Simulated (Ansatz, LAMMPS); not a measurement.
# Convergence of a linear-scaling basis for glassy 69SiO2-19Al2O3-6SrO-6Li2O (mol %) (106 atoms), part 3 of 3

Wanted: errors and times of a linear-scaling basis for glassy 69SiO2-19Al2O3-6SrO-6Li2O (mol %) (106 atoms). A setting counts as converged where the r.m.s. difference of forces stays under 1 % of the r.m.s. force.

Ansatz 0.2.0; Kohn-Sham DFT, PBE, PAW (set soft_2), plane waves.

The cell: 22 Si, 12 Al, 2 Sr, 4 Li and 66 O. The quench rate of 50 K/ps far exceeds what a furnace or splat quench reaches. The starting topology of bonds comes from the classical model. The Brillouin zone is sampled at Γ only, in a cell whose shortest periodic width is 11 Å.

So far. Step 7 (Support functions medium, spacing 0.275 Å): Forces differ from the reference by 5.1 meV/Å r.m.s., 0.39 % of their size, within a tolerance of 1 %; the energy by -8.4 meV/atom. It took roughly 3.3 times the reference's time (one timing each, with unlike analyses asked), in 15 cycles against 9. The setting is coarser than the default on purpose. Step 8 (A changed input): The fault in the input: atoms that overlap (crystal.atoms[25].position = [0.37659996, 0.95886, 0.12051]).

## 9. Changed: hamiltonian.xc = "rpbe"

This functional strengthens the gradient correction of exchange, which tends to weaken binding against PBE. Changed here: hamiltonian.xc = "rpbe".

This step: Kohn-Sham DFT, RPBE, PAW (set soft_2), plane waves (Ansatz 0.2.0).

The input, input.yaml:

```yaml
crystal:
  lattice:
    - [11.4504, 0.0, 0.0]
    - [0.0, 11.4504, 0.0]
    - [0.0, 0.0, 11.4504]
  atoms:
    [... the 106 atom lines of step 3 ...]
kpoints:
  mp_grid: { grid: [1, 1, 1] }
hamiltonian:
  xc: rpbe
scf:
  occupations: { method: fixed }
output:
  forces: true
  stress: true
  populations: true
  dos:
    method: { smearing: { sigma: 0.08 } }
    de: 0.1
    projected: { site_lists: { Al: [Al], Li: [Li], O: [O], Si: [Si], Sr: [Sr] } }
  eigenvalues: true
```

Command:

```
$ ansatz run input.yaml --threads 4 --pin off --max-ram 8192MiB --backend cpu --events-out ev --progress --plain --runs-dir out
```

The program printed:

```text
[...]
Crystal: 106 atoms, lattice volume = 1501.281 Å³
Basis set: ecut = 420 eV, 29423 PW (Γ), exchange–correlation on 160×160×160 points (8 copies of the dense FFT grid, shifted against one another)
Bands: 382, of which v1, the nominal top of the filled ones, is band 276 counted from 1 (275 counted from 0)
Symmetry: 1 space group operations
[...]
k-points: 1
[...]
SCF iter   1: F=—  HF=-66148.463037 eV  |F-HF|=—  |Δ(HF+E_count)|=         —  Δρ=3.94e-3  dr2=3.14e-1  ethr=1.77e-3  ⟨swp⟩=6.0  Hψ=1524  notcnv=0  defer=104
[...]
SCF iter   8: F=—  HF=-66148.415308 eV  |F-HF|=—  |Δ(HF+E_count)|=   4.49e-7  Δρ=6.31e-6  dr2=4.91e-7  ethr=9.13e-10  ⟨swp⟩=2.0  Hψ=549  notcnv=0  defer=104
SCF iter   9: F=-66148.415308 eV  HF=-66148.415308 eV  |F-HF|=2.87e-8  |Δ(HF+E_count)|=   2.60e-7  Δρ=2.18e-6  dr2=6.38e-8  ethr=1.81e-11  ⟨swp⟩=23.0  Hψ=2719  notcnv=0
SCF 1 converged in 9 iterations: F = -66148.415308 eV  dr2 = 6.38e-8
[...]
SCF converged after 9 iterations
Free energy (F): -66148.415308 eV
[...]
Internal energy: -66148.415308 eV  (E = F + TS)
E sigma→0 (E₀):  -66148.415308 eV
Fermi energy:    3.531016 eV
[...]
Σ components = -66148.415308   (vs F -66148.415308, Δ=0.00e0)
--- Forces (eV/Å), atoms counted from 1 ---
  atom   1  Si    -1.11129502     1.15970967     0.39185525
  atom   2  Si    -1.32334680     1.34554006    -2.70210616
  atom   3  Si     0.11418534     0.88797463     1.05227864
  atom   4  Si     2.39010546    -1.23696523    -2.02816427
[...]
atom 106  O      0.88050485     3.12815928     0.81784604
  max |Σ_I F_I| component: 1.70e-4 eV/Å
--- Stress (GPa, compression-positive) ---
        8.909508      -0.073232      -1.084897
       -0.073232       7.096595      -0.832578
       -1.084896      -0.832586       9.918336
  P = ⅓ Tr σ = 8.6415 GPa (86.415 kbar)
--- Band table (eV) ---
[...]
--- Löwdin populations: 106 sites ---
  site symbol       q [e]
     0     Si      2.2781
     1     Si      2.1580
     2     Si      2.2267
[...]
105      O      6.9618
  spilling = 0.011899 (of n_electrons = 552.000000)
```

Elapsed: 28 s, on 4 threads of Arm Neoverse V1, shared host; peak memory 1.9 GiB.

Forces differ from the reference by 64 meV/Å r.m.s., 4.9 % of their size; the pressure by +2.9 GPa and the gap by +0.097 eV.

## 10. The ladder side by side

Differences are against the plane-wave reference (Kohn-Sham DFT, PBE, PAW (set soft_2), plane waves), whose r.m.s. force component is 1.30 eV/Å. Energies are set beside the reference only for runs with its functional, potentials and electron count. Times are for 4 threads of Arm Neoverse V1, shared host. The reference's time includes the DOS, ELF, the stress and grids, which some other runs skip.

```csv
run,"Δ force, r.m.s. (meV/Å)",share of r.m.s. force (%),Δ energy (meV/atom),Δ pressure (GPa),Δ gap (eV),cycles,time,host memory (GiB)
reference,-,-,-,-,-,9,30 s,1.9
support functions low,0.669,0.0516,-4.61,-,8.0e-4,13,3.4 min,5.0
support functions medium,0.63,0.0486,-4.61,-,2.0e-4,14,3.5 min,5.1
"support functions medium, spacing 0.33 Å",46.9,3.62,39.8,-,-0.0366,14,80 s,2.2
"support functions medium, spacing 0.275 Å",5.10,0.394,-8.42,-,0,15,99 s,2.7
hamiltonian.xc = "rpbe",63.9,4.93,-,2.92,0.0965,9,28 s,1.9
```

## 11. What the reference run shows

With the settings judged, the reference run is read for its physics.

Neighbours are counted within 2.12 Å (O-Si), 2.19 Å (O-Al), 2.33 Å (O-Li), 3.23 Å (O-Sr).

Length of the force by element and coordination:

```csv
element,coordination,atoms,mean length of the force (eV/Å),spread,least,most
Al,all,12,1.89,1.25,0.749,5.45
Li,all,4,0.57,0.221,0.216,0.779
Li,2,2,0.385,0.169,0.216,0.553
Li,3,2,0.755,0.0242,0.731,0.779
O,all,66,1.92,1.01,0.395,5.51
O,2,43,1.89,1.07,0.395,5.51
O,3,21,2.03,0.908,0.985,4.75
O,4,2,1.46,0.313,1.15,1.77
Si,all,22,2.42,1.13,0.822,5.49
Sr,all,2,0.980,0.459,0.521,1.44
Sr,5,1,0.521,0,0.521,0.521
Sr,6,1,1.44,0,1.44,1.44
```

Löwdin charges by element and coordination (they lack the spilled electrons, 0.062 e an atom on average):

```csv
element,coordination,atoms,mean charge (e),spread,least,most
Al,all,12,1.35,0.0212,1.32,1.39
Li,all,4,0.855,0.02,0.822,0.873
Li,2,2,0.863,0.0051,0.858,0.868
Li,3,2,0.847,0.0255,0.822,0.873
O,all,66,-0.842,0.0569,-1.01,-0.755
O,2,43,-0.824,0.0439,-0.990,-0.763
O,3,21,-0.871,0.0594,-1.01,-0.755
O,4,2,-0.945,0.044,-0.989,-0.901
Si,all,22,1.76,0.0322,1.71,1.82
Sr,all,2,1.86,0.0117,1.85,1.87
Sr,5,1,1.87,0,1.87,1.87
Sr,6,1,1.85,0,1.85,1.85
```

States in the cell by windows of 1 eV, zero at the Fermi level; the larger projections on atomic orbitals stand beside the total:

```csv
from (eV),to (eV),total,O p,Si p
-10,-9,8.3,5.7,0.5
-9,-8,16.8,11.9,1.2
-8,-7,22.2,16.6,2.6
-7,-6,39.8,31.0,5.3
-6,-5,32.3,26.0,2.9
-5,-4,51.8,44.2,2.7
-4,-3,70.3,63.7,2.2
-3,-2,69.6,65.2,1.4
-2,-1,53.8,51.3,0.7
-1,0,23.7,22.6,0.3
0,1,1.6,1.5,0.0
1,2,0.0,0.0,0.0
2,3,0.2,0.0,0.0
3,4,3.7,0.2,0.1
4,5,14.2,0.9,1.0
```

The curve was stored every 0.10 eV, coarse against its broadening of 0.08 eV, so these counts are rough.

With fixed occupations the program's Fermi level is the highest filled level; weight inside the gap is the broadening of levels at its edges.

Between -26 and -10 eV lie 150 more states.

The levels nearest the highest filled one (over half full), pooled over k-points and spins:

```csv
level less the highest filled one (eV),occupation
-0.617,2
-0.572,2
-0.416,2
-0.319,2
-0.242,2
0,2
3.02,0
3.86,0
4.27,0
4.38,0
4.49,0
4.54,0
```

Electrostatic potential energy in the bc plane at fractional x = 0.359, with atoms of Si and Al and Li and O within 0.2 Å of it. With pseudopotentials it is smooth inside the atoms' cores, unlike the true potential.

Ten even steps from '0' (-35 eV) to '9' (10 eV), each cell a mean:
```
99999999999999999999999999999999
98889999999999999999999999999999
98888999999999999999999999999999
68889999999999999999999987789974
16999998899999999999999852268710
28999865668999999999999852268831
68999656656899888899999887788865
56887657756888766776899988777656
65620365556447756510178886103567
56620488772004777510066565003655
78988999984015888875663257778876
99999999875457899999875568999999
99999999862036889999874589999999
99999964563145226888720179999999
98888720377673002655531489999999
98766765799997436545468999999999
65667899999999998654578999999999
00278899999999998877788999999995
00389999999888888888888899999884
46899999995126788877876787457522
16899999994015778888655565234100
16899999998778888987567657776100
68999999999999999998556558988634
88999999999999999998866688999888
```
Columns run along b (11.5 Å; values clipped at the 3rd and 97th percentile), rows up along c (11.5 Å). Atoms in or near the plane, at fractional coordinates: Si at (0.96, 0.12), Al at (0.70, 0.09), Al at (0.98, 0.64), Al at (0.24, 0.69), Li at (0.80, 0.78), O at (0.60, 0.61), O at (0.36, 0.59), O at (0.46, 0.39), O at (0.98, 0.79), O at (0.03, 0.25).

ELF in the bc plane at fractional x = 0.359, with atoms of Si and Al and Li and O within 0.2 Å of it. It is the smooth field of the valence electrons, not physical close to the nuclei.

Values in units of 1e-1, 13 rows by 16 columns, each cell a mean:
```
3.6 3.8 1.0 0.1 0.0 0.0 0.2 0.4 0.1 1.2 5.3 7.1 4.7 0.5 0.2 1.3
5.0 2.0 0.5 0.3 0.7 0.5 0.1 0.6 0.3 0.5 3.5 4.8 2.1 0.3 3.5 5.4
7.6 3.2 0.6 1.0 2.7 1.9 0.8 3.5 1.8 0.2 0.2 0.3 6.3 4.7 5.8 6.9
4.9 2.3 3.0 0.5 0.9 1.3 0.9 2.4 2.0 3.6 3.2 0.5 2.5 3.1 2.9 6.2
2.4 7.5 7.6 3.8 2.8 7.2 6.3 3.1 6.2 6.8 7.4 2.4 6.2 7.6 6.3 0.4
3.9 7.5 7.5 3.5 3.4 7.2 7.1 3.0 4.8 6.9 6.6 2.6 5.9 7.4 6.8 1.2
0.6 1.5 1.6 2.7 2.9 4.6 4.0 3.2 1.9 1.4 4.0 6.4 3.6 1.7 1.3 0.3
0.5 0.9 5.7 8.0 7.5 2.7 7.1 6.9 7.1 2.4 7.8 7.5 7.0 1.3 0.0 0.2
4.9 3.7 4.3 7.4 6.2 1.4 5.2 7.3 5.8 0.7 4.5 6.0 3.5 0.4 0.4 3.1
6.1 7.5 2.2 1.1 0.9 2.4 2.0 1.2 2.6 5.4 2.6 0.5 1.6 2.6 1.2 6.9
7.2 5.2 0.9 0.4 4.8 7.7 7.5 3.1 5.2 7.7 4.8 1.5 6.9 7.8 5.0 4.5
3.6 2.2 0.3 0.5 4.9 7.5 7.0 3.1 1.9 3.3 1.3 0.5 6.2 7.2 5.0 1.7
7.0 6.1 1.8 0.1 0.8 1.7 1.1 0.8 0.2 0.5 1.8 2.9 2.0 1.6 1.3 3.6
```
Columns run along b (11.5 Å), rows up along c (11.5 Å). Atoms in or near the plane, at fractional coordinates: Si at (0.96, 0.12), Al at (0.70, 0.09), Al at (0.98, 0.64), Al at (0.24, 0.69), Li at (0.80, 0.78), O at (0.60, 0.61), O at (0.36, 0.59), O at (0.46, 0.39), O at (0.98, 0.79), O at (0.03, 0.25).

Mean Löwdin charges: Al +1.35, Li +0.86, O -0.84, Si +1.76, Sr +1.86 e (they miss 1.2 % of the electrons, so they add up to more than the cell's charge).

## 12. Distances and neighbours

These statistics describe the geometry on which the runs were made.

Density 2.43 g/cm³, 14.16 Å³ an atom.

g(r), total and by pair (bins of 0.2 Å):

```csv
r (Å),total,O-O,O-Si,O-Al,O-Li,O-Sr,Si-Si
1.40,0.05,0.00,0.19,0.00,0.00,0.00,0.00
1.60,3.95,0.00,13.05,4.08,0.00,0.00,0.00
1.80,1.17,0.00,0.68,7.06,0.00,0.00,0.00
2.00,0.30,0.00,0.00,0.60,4.54,0.00,0.00
2.20,0.05,0.00,0.00,0.00,0.98,0.00,0.00
2.40,0.26,0.54,0.00,0.14,0.39,0.77,0.00
2.60,1.65,3.88,0.00,0.11,0.66,2.63,0.00
2.80,1.19,2.57,0.00,0.19,0.30,2.82,0.00
3.00,0.81,1.06,0.04,0.08,0.77,0.51,1.91
3.20,1.13,0.78,0.46,0.51,1.54,0.00,4.87
3.40,0.77,0.54,1.04,1.18,0.78,0.39,0.22
3.60,0.84,0.54,1.36,1.17,0.36,1.04,0.00
3.80,0.99,0.53,1.54,1.30,1.39,1.26,0.33
4.00,1.19,0.65,1.79,1.73,1.29,1.15,1.23
4.20,1.25,0.68,1.99,1.76,2.04,1.02,0.83
4.40,1.09,0.89,1.24,1.77,0.71,0.47,0.77
4.60,0.92,1.17,0.60,0.75,0.85,1.29,1.29
4.80,0.92,1.25,0.75,0.40,0.50,1.39,1.27
5.00,1.13,1.73,0.54,0.48,1.17,1.66,1.28
5.20,1.13,1.46,0.74,0.65,1.34,1.32,1.54
5.40,0.85,0.98,0.79,0.54,0.54,0.94,0.59
5.60,0.92,0.77,1.02,1.15,0.95,0.72,0.86
```

Bonds by pair of elements; cutoffs follow the first minimum of g(r), held within bounds set by covalent radii, and pairs that aren't listed don't count as bonded:

```csv
pair A-B,cutoff (Å),bonds,mean length (Å),spread (Å),shortest (Å),B about A,A about B
O-Si,2.12,88,1.62,0.053,1.50,1.33,4
O-Al,2.19,48,1.76,0.082,1.63,0.727,4
O-Li,2.33,10,2.03,0.074,1.93,0.152,2.5
O-Sr,3.23,11,2.75,0.158,2.44,0.167,5.5
```

How many atoms have how many bonded neighbours:

```csv
element,mean,2,3,4,5,6
Al,4,0,0,12,0,0
Li,2.5,2,2,0,0,0
O,2.38,43,21,2,0,0
Si,4,0,0,22,0,0
Sr,5.5,0,0,0,1,1
```

Oxygen atoms by the number of network formers (Si, P, Ge, B, Al, As, Ga) bound to them:

```csv
network formers bound to O,O atoms,per cent
0,0,0
1,2,3
2,58,87.9
3,6,9.1
```

Network units: each former by its oxygen neighbours and how many of them bridge to another former:

```csv
former,O neighbours,bridging O,atoms
Si,4,3,2
Si,4,4,20
Al,4,4,12
```

Rings of the network by King's shortest-path rule, up to 12 atoms, one path for each pair of neighbours; H, halogens, alkali and alkaline-earth atoms are left out:

```csv
ring size (atoms),rings,per network atom
4,1,0.01
6,1,0.01
8,15,0.15
10,16,0.16
12,26,0.26
```

Among the first-shell peaks of g(r) are those at about 2.6 Å (O-O), 1.6 Å (O-Si), 1.7 Å (O-Al), 2.0 Å (O-Li), 2.8 Å (O-Sr) and 3.1 Å (Si-Si). With the cutoffs above, all Al atoms have 4, 50 % of Li atoms have 2 and as many 3, 65 % of O atoms have 2 and all Si atoms have 4 bonded neighbours. 88 % of the oxygens bridge two formers and 3 % are non-bridging; 9 % join three. The commonest Si unit has 4 oxygens, 4 of them shared with other formers (20 of 22 atoms). Rings of 12 atoms are the most common (44 % of those counted); sizes run from 4 to 12, where the search stops.

Local excerpt of 13 atoms (numbers count through the whole input) about O59, which has 4 bonded neighbours where the commonest count for O is 2; x, y, z are measured from there.

```csv
atom,x,y,z,distance (Å),bonds,Löwdin charge (e),Fx,Fy,Fz (eV/Å)
O59,0.00,0.00,0.00,0.00,4,-0.90,0.58,0.76,-0.63
Si1,0.71,0.15,1.46,1.63,4,1.71,-1.08,1.15,0.42
Al25,-1.70,-0.20,-0.50,1.79,4,1.34,-0.39,-0.92,1.66
Li37,1.39,-1.28,-0.76,2.03,3,0.82,-0.64,-0.15,-0.42
O103,0.04,-0.98,2.39,2.58,3,-0.83,1.87,-1.23,-0.31
O50,2.24,-0.18,1.44,2.67,3,-0.87,1.91,-1.34,-1.37
O74,0.67,1.63,2.07,2.72,2,-0.79,-0.19,-1.39,-1.84
O69,-1.53,-0.37,-2.24,2.74,3,-0.83,-0.69,1.61,-0.62
O43,-2.54,1.04,0.40,2.78,2,-0.84,0.50,0.50,-2.39
Sr36,0.81,2.08,-1.83,2.88,5,1.87,0.35,0.23,-0.31
O62,-2.44,-1.68,0.08,2.96,2,-0.84,0.53,1.18,-1.16
O41,-0.03,-2.37,-1.84,2.99,3,-1.01,2.35,-0.34,1.41
O67,2.73,0.24,-1.36,3.06,4,-0.99,-1.53,0.13,0.89
```

## 13. Results

```
free energy per atom                             : -621.8301 eV/atom
pressure                                         : 5.726 GPa
r.m.s. force component                           : 1.297 eV/Å
gap (highest filled to lowest empty level) : 3.018 eV
wall time of the 7 DFT runs                      : 19 min
```

Against plane waves at 420 eV, the forces differ by 0.63 meV/Å (0.049 %) with support functions medium. At 106 atoms the fastest of the runs at a preset level, support functions low, takes roughly 6.9 times the time of plane waves (whose run also made extra analyses), in 13 SCF cycles against 9. Differences between support functions and plane waves include what basis error the plane-wave run still has.

The highest filled and lowest empty levels differ by 3.02 eV (at Γ alone); a semilocal functional tends to put such gaps too low. In a disordered cell it changes from sample to sample, and tail or defect levels can set it. With the cutoffs above, all Al atoms have 4, 50 % of Li atoms have 2 and as many 3, 65 % of O atoms have 2 and all Si atoms have 4 bonded neighbours. 88 % of the oxygens bridge two formers and 3 % are non-bridging; 9 % join three.

Caveats: The force components of 1.3 eV/Å r.m.s. come partly from thermal motion and partly from the difference between the classical potential and DFT. The pressure of 5.7 GPa is that of one thermal frame, in which the classical model's bond lengths enter as well as the volume, without the kinetic term. The pressure of a single frame lacks the kinetic term.

[Long decimals in the printed logs are rounded to 6 places.]

[Logs are printed without paths, hosts, clocks, repeated set-up lines and the standing remarks that a program may print on its own settings, such as how far it seeks lower states.]

[Hosts, paths, dates, database ids (printed as entryN), source tags and the programs' standing remarks are cut or masked in the printed files.]
